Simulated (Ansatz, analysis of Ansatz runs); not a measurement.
# NaAsF6 (R-3): a line between two F sites for an added hole

Aim: the energy barrier that a trapped hole meets when it moves from one F atom to another one nearby in NaAsF6 (R-3). The model is a cell of 64 host atoms.

Calculated with Ansatz 0.2.0; plane-wave PAW DFT, PBEsol+U; relaxation of all atoms of a supercell at fixed charge in a uniform background; PAW set soft_1.

Report form: the programs' logs are mostly left out.

## Step 1: The structure

The cell holds 64 atoms: 8 Na, 8 As and 48 F. Its edges and angles: a = 11.311 Å, b = 11.311 Å, c = 11.311 Å, α = 56.9°, β = 56.9°, γ = 56.9°. It derives from NaAsF6 (space group R-3). Nearest the centre at fractional (0.526, 0.394, 0.473): F35 at 1.24 Å, F12 at 1.24 Å, As58 at 1.24 Å, F21 at 2.14 Å, F48 at 2.14 Å, F55 at 2.77 Å, F30 at 2.77 Å, Na33 at 2.90 Å.

Hubbard terms: F p 8.0 eV. They were chosen, not fitted, to curb self-interaction in the shells named, the trial site's among them. The two sites are F12 and F35. The cell's shortest repeat is 10.8 Å.

## Step 2: The cell without the carrier

The neutral cell is relaxed first, from small random displacements, so that bond lengths and moments with the carrier can be set beside those of a relaxed cell without it.

Contents of neutral.relax/input.yaml:

```yaml
crystal:
  lattice:
    - [5.38841838, 3.1110048, 9.4462889]
    - [-5.38841838, 3.1110048, 9.4462889]
    - [0.0, -6.22200961, 9.4462889]
  atoms:
    - { symbol: Na, position: [0.25, 0.25, 0.25] }
    - { symbol: As, position: [0.0, 0.0, 0.0] }
    - { symbol: F, position: [0.104584, 0.447286, 0.341168] }
    - { symbol: F, position: [0.447286, 0.341168, 0.104584] }
    - { symbol: F, position: [0.341168, 0.104584, 0.447286] }
    - { symbol: F, position: [0.395416, 0.052714, 0.158832] }
    - { symbol: F, position: [0.052714, 0.158832, 0.395416] }
    - { symbol: F, position: [0.158832, 0.395416, 0.052714] }
[... 52 atom lines left out ...]
    - { symbol: F, position: [0.841168, 0.604584, 0.947286] }
    - { symbol: F, position: [0.895416, 0.552714, 0.658832] }
    - { symbol: F, position: [0.552714, 0.658832, 0.895416] }
    - { symbol: F, position: [0.658832, 0.895416, 0.552714] }
basis:
  ecutwfc: 420
  xc_grid: 2
hamiltonian:
  xc: pbesol
  hubbard:
    sites: [{ species: F, l: p, u_eff: 8.0 }]
    projectors: ortho-atomic
  pseudopotentials: { kind: paw, azcp: { folder: soft_1 }, xc_functional: pbe }
kpoints:
  mp_grid: { grid: [1, 1, 1] }
scf:
  occupations: { method: fermi_dirac, width: 0.01 }
  max_iter: 120
  lower_state_search: "off"
output:
  forces: true
relax:
  f_tol: 0.02
  max_steps: 70
  random_displacement: { amplitude: 0.04, seed: 4955 }
checkpoint:
  write: "../neutral.relax.run"
  compress: false
  write_wavefunctions: true
  write_every: 100000
```

Started as:

```bash
> ansatz run input.yaml --threads 8 --pin off --max-ram 18841MiB --backend cpu --events-out ev --progress --plain --runs-dir out
```

Wall time 20 s (8 threads of Arm Neoverse V2, shared host); peak memory 1.4 GiB; 2.4 min of CPU time.

The largest displacement from an ideal site is 0.159 Å.

## Step 3: The hole on the first site

The nearest neighbour or neighbours of the site start displaced and the site's starting moment is changed by the carrier's spin, since a carrier doesn't trap itself in the undistorted lattice.

Contents of A.relax/input.yaml:

```yaml
crystal:
  lattice:
    - [5.38841838, 3.1110048, 9.4462889]
    - [-5.38841838, 3.1110048, 9.4462889]
    - [0.0, -6.22200961, 9.4462889]
  atoms:
    - { symbol: Na, position: [0.249633, 0.250269, 0.250198] }
    - { symbol: As, position: [-0.000386, -0.000106, 0.000354] }
    - { symbol: F, position: [0.107356, 0.432601, 0.354974] }
    - { symbol: F, position: [0.432105, 0.354839, 0.108305] }
    - { symbol: F, position: [0.354192, 0.107987, 0.432768] }
    - { symbol: F, position: [0.39165, 0.067903, 0.145509] }
    - { symbol: F, position: [0.067307, 0.14547, 0.392168] }
    - { symbol: F, position: [0.144915, 0.392481, 0.067801] }
[... 52 atom lines left out ...]
    - { symbol: F, position: [0.854333, 0.607849, 0.932616] }
    - { symbol: F, position: [0.89182, 0.567506, 0.645761] }
    - { symbol: F, position: [0.567424, 0.645391, 0.891913] }
    - { symbol: F, position: [0.645029, 0.892258, 0.567639] }
total_charge: 1
basis:
  ecutwfc: 420
  xc_grid: 2
hamiltonian:
  xc: pbesol
  hubbard:
    sites: [{ species: F, l: p, u_eff: 8.0 }]
    projectors: ortho-atomic
  pseudopotentials: { kind: paw, azcp: { folder: soft_1 }, xc_functional: pbe }
kpoints:
  mp_grid: { grid: [1, 1, 1] }
magnetization:
  spin_polarized: true
  initial_magnetization: 1
  spin_locking: { lock_magnetization: hard }
scf:
  occupations: { method: fermi_dirac, width: 0.01 }
  max_iter: 120
  lower_state_search: "off"
output:
  forces: true
relax:
  f_tol: 0.015
  max_steps: 70
  escape_saddle: false
checkpoint:
  write: "../A.relax.run"
  compress: false
  write_wavefunctions: true
  write_every: 100000
```

Elapsed: 90 s, on 8 threads; peak memory 2.1 GiB.

The steps of the relaxation:

```csv
step,energy less that of the first step (eV),largest force component (eV/Å)
1,0.0000,9.0538
2,-1.1960,3.3733
3,-1.8294,0.6286
4,-1.9542,0.5398
5,-2.0242,0.2599
6,-2.0380,0.2429
7,-2.0431,0.1240
8,-2.0452,0.0472
9,-2.0462,0.0240
10,-2.0464,0.0085
```

The atoms that moved most (Å):

```csv
atom,dx,dy,dz,length
F12,0.700,-0.244,-0.208,0.770
F15,-0.399,-0.153,-0.078,0.435
F52,0.373,0.118,0.061,0.396
F55,-0.240,0.222,0.159,0.364
F45,0.067,-0.316,-0.149,0.356
Na9,-0.102,-0.277,-0.191,0.351
F24,-0.089,0.282,0.133,0.324
Na49,-0.016,0.269,0.180,0.324
```

The moves above count from the input, in which the site's nearest neighbours were already displaced; the distances below compare with the cell without the carrier.

Distances from F12 without and with the hole:

```csv
atom,without (Å),with (Å)
As58,1.71,2.66
Na9,2.28,2.57
F35,2.42,2.73
F21,2.42,2.96
F48,2.43,2.77
F30,2.43,2.93
```

The largest changes of the moments are 0.96 μB on F12, 0.00 μB on F47 and 0.00 μB on F39. The largest part sits on the chosen site.

## Step 4: The hole on the second site

The same start is made on the second site, to get the end of the hop.

Contents of B.relax/input.yaml:

```yaml
crystal:
  lattice:
    - [5.38841838, 3.1110048, 9.4462889]
    - [-5.38841838, 3.1110048, 9.4462889]
    - [0.0, -6.22200961, 9.4462889]
  atoms:
    - { symbol: Na, position: [0.249633, 0.250269, 0.250198] }
    - { symbol: As, position: [-0.000386, -0.000106, 0.000354] }
[... 9 atom lines left out ...]
    - { symbol: F, position: [0.432028, 0.35457, 0.608104] }
[... 8 atom lines left out ...]
    - { symbol: F, position: [0.354264, 0.607953, 0.432817] }
[... 13 atom lines left out ...]
    - { symbol: F, position: [0.607496, 0.432529, 0.35492], spin: 1.0 }
[... 12 atom lines left out ...]
    - { symbol: F, position: [0.644928, 0.391813, 0.567964] }
[... 6 atom lines left out ...]
    - { symbol: F, position: [0.567166, 0.64519, 0.392699] }
[... 2 atom lines left out ...]
    - { symbol: As, position: [0.485591, 0.505365, 0.524264] }
[... 5 atom lines left out ...]
    - { symbol: F, position: [0.645029, 0.892258, 0.567639] }
total_charge: 1
basis:
  ecutwfc: 420
  xc_grid: 2
hamiltonian:
  xc: pbesol
  hubbard:
    sites: [{ species: F, l: p, u_eff: 8.0 }]
    projectors: ortho-atomic
  pseudopotentials: { kind: paw, azcp: { folder: soft_1 }, xc_functional: pbe }
kpoints:
  mp_grid: { grid: [1, 1, 1] }
magnetization:
  spin_polarized: true
  initial_magnetization: 1
  spin_locking: { lock_magnetization: hard }
scf:
  occupations: { method: fermi_dirac, width: 0.01 }
  max_iter: 120
  lower_state_search: "off"
output:
  forces: true
relax:
  f_tol: 0.015
  max_steps: 70
  escape_saddle: false
checkpoint:
  write: "../B.relax.run"
  compress: false
  write_wavefunctions: true
  write_every: 100000
```

Elapsed: 96 s, on 8 threads; peak memory 2.1 GiB; 12 min of CPU time.

Distances from F35 without and with the hole:

```
atom  without (Å)  with (Å)
As58         1.71      2.66
Na33         2.28      2.57
 F21         2.42      2.72
 F12         2.42      2.97
 F48         2.43      2.91
 F55         2.43      2.78
```

The largest changes of the moments are 0.96 μB on F35, 0.00 μB on F54 and 0.00 μB on F22. The largest part sits on the chosen site.

## Step 5: Points on the line between the two structures

All atoms move on the straight line between the two relaxed structures, 8.56 amu^1/2 Å long in mass-weighted terms. Each point starts from the state of the point before, once from either end, so that both localised states can be followed; the midpoint is also started with the carrier shared.

Contents of A.x0500/input.yaml:

```yaml
crystal:
  lattice:
    - [5.38841838, 3.1110048, 9.4462889]
    - [-5.38841838, 3.1110048, 9.4462889]
    - [0.0, -6.22200961, 9.4462889]
  atoms:
    - { symbol: Na, position: [0.249357, 0.250222, 0.251309] }
    - { symbol: As, position: [-0.00048, -0.001111, 0.000605] }
[... 9 atom lines left out ...]
    - { symbol: F, position: [0.456399, 0.31869, 0.608414], spin: 1.0 }
[... 8 atom lines left out ...]
    - { symbol: F, position: [0.358973, 0.604374, 0.439343] }
[... 8 atom lines left out ...]
    - { symbol: F, position: [0.387973, 0.558477, 0.662899] }
[... 4 atom lines left out ...]
    - { symbol: F, position: [0.622545, 0.459844, 0.309708] }
[... 12 atom lines left out ...]
    - { symbol: F, position: [0.648469, 0.407965, 0.550948] }
[... 9 atom lines left out ...]
    - { symbol: As, position: [0.496757, 0.525878, 0.502475] }
[... 5 atom lines left out ...]
    - { symbol: F, position: [0.639954, 0.890765, 0.572424] }
total_charge: 1
basis:
  ecutwfc: 420
  xc_grid: 2
hamiltonian:
  xc: pbesol
  hubbard:
    sites: [{ species: F, l: p, u_eff: 8.0 }]
    projectors: ortho-atomic
  pseudopotentials: { kind: paw, azcp: { folder: soft_1 }, xc_functional: pbe }
kpoints:
  mp_grid: { grid: [1, 1, 1] }
magnetization:
  spin_polarized: true
  initial_magnetization: 1
  spin_locking: { lock_magnetization: hard }
scf:
  occupations: { method: fermi_dirac, width: 0.01 }
  max_iter: 120
  lower_state_search: "off"
output:
  forces: true
  eigenvalues: true
  eigenstates: { localisation: true }
  write_density: true
  write_potential: true
  volumetric_format: npy
checkpoint:
  read: "../A.x0375.run"
  write: "../A.x0500.run"
  compress: false
  write_wavefunctions: true
  write_every: 100000
```

The job ended after 40 s (8 threads; peak memory 2.1 GiB; 5.1 min of CPU time).

States next to the filling edge at the first k-point, on the run's own zero (eigenstates.tsv). The participation number counts the atoms that a state is spread over, of 64; bands count from 0.

```
spin  band  energy (eV)  occupation  participation  largest share on  share
down   257       -4.444        1.00           11.9               F54   0.15
down   258       -4.426        1.00           10.4               F22   0.16
down   259       -4.396        1.00            9.2               F36   0.17
down   260       -4.226        1.00            1.9               F35   0.72
down   261       -4.058        1.00            1.3               F35   0.87
down   262       -3.976        1.00            1.4               F35   0.85
down   263       -1.318        0.00            1.1               F12   0.95
down   264        0.725        0.00            4.8              As58   0.37
down   265        4.180        0.00           38.6              As34   0.07
down   266        4.606        0.00           10.4              As34   0.23
down   267        4.682        0.00            9.9              As42   0.25
  up   258       -4.444        1.00           11.8               F54   0.15
  up   259       -4.426        1.00           10.4               F22   0.16
  up   260       -4.396        1.00            9.3               F36   0.17
  up   261       -4.262        1.00            2.4               F35   0.64
  up   262       -4.195        1.00            1.3               F35   0.87
  up   263       -4.032        1.00            1.2               F35   0.90
  up   264        0.641        0.00            4.7              As58   0.38
  up   265        4.178        0.00           38.5              As34   0.07
  up   266        4.605        0.00           10.4              As34   0.23
  up   267        4.681        0.00           10.0              As42   0.25
  up   268        4.695        0.00           12.2               As2   0.19
```

Under PBEsol+U (8 eV) at the zone centre alone, the highest filled state is spin down, spread over 1 of 64 atoms, and the lowest empty one, 2.66 eV above it, is spin down, spread over 1 of 64 atoms.

The largest moments in the atoms' spheres: F12 0.92, F35 0.03, F48 0.00, F21 0.00, As58 0.00, F47 0.00 μB.

Spin density in the bc plane at fractional x = 0.526, through the centre, with atoms of As and F within 0.45 Å of it.

Ten even steps from '_' (-0.007 e/Å³) to '@' (0.073 e/Å³), each cell a mean:
```
________________________________________________________________
________________________________________________________________
________________________________________________________________
________________________________________________________________
________________________________________________________________
________________________________________________________________
__________..........____________________________________________
____________..--==--....________________________________________
______________::##@@++::..______________________________________
__________________==--..________________________________________
______________..--##++__________________________________________
______________..::++##==..______________________________________
________________....::::..______________________________________
____________________....________________________________________
________________________________________________________________
______________________________..________________________________
________________________________________________________________
________________________________________________________________
________________________________________________________________
________________________________________________________________
________________________________________________________________
________________________________________________________________
________________________________________________________________
________________________________________________________________
```
Columns run along b (11.3 Å), rows up along c (11.3 Å). Atoms in or near the plane, at fractional coordinates: As at (0.00, 0.00), F at (0.15, 0.40), As at (0.00, 0.50), F at (0.15, 0.88), As at (0.50, 0.00), F at (0.67, 0.39), As at (0.53, 0.50), F at (0.64, 0.89).

(Part 1 of 2 ends here.)

[Logs are printed without paths, hosts, clocks, repeated set-up lines and the standing remarks that a program may print on its own settings, such as how far it seeks lower states.]

[Hosts, paths, dates, database ids (printed as entryN), source tags and the programs' standing remarks are cut or masked in the printed files.]
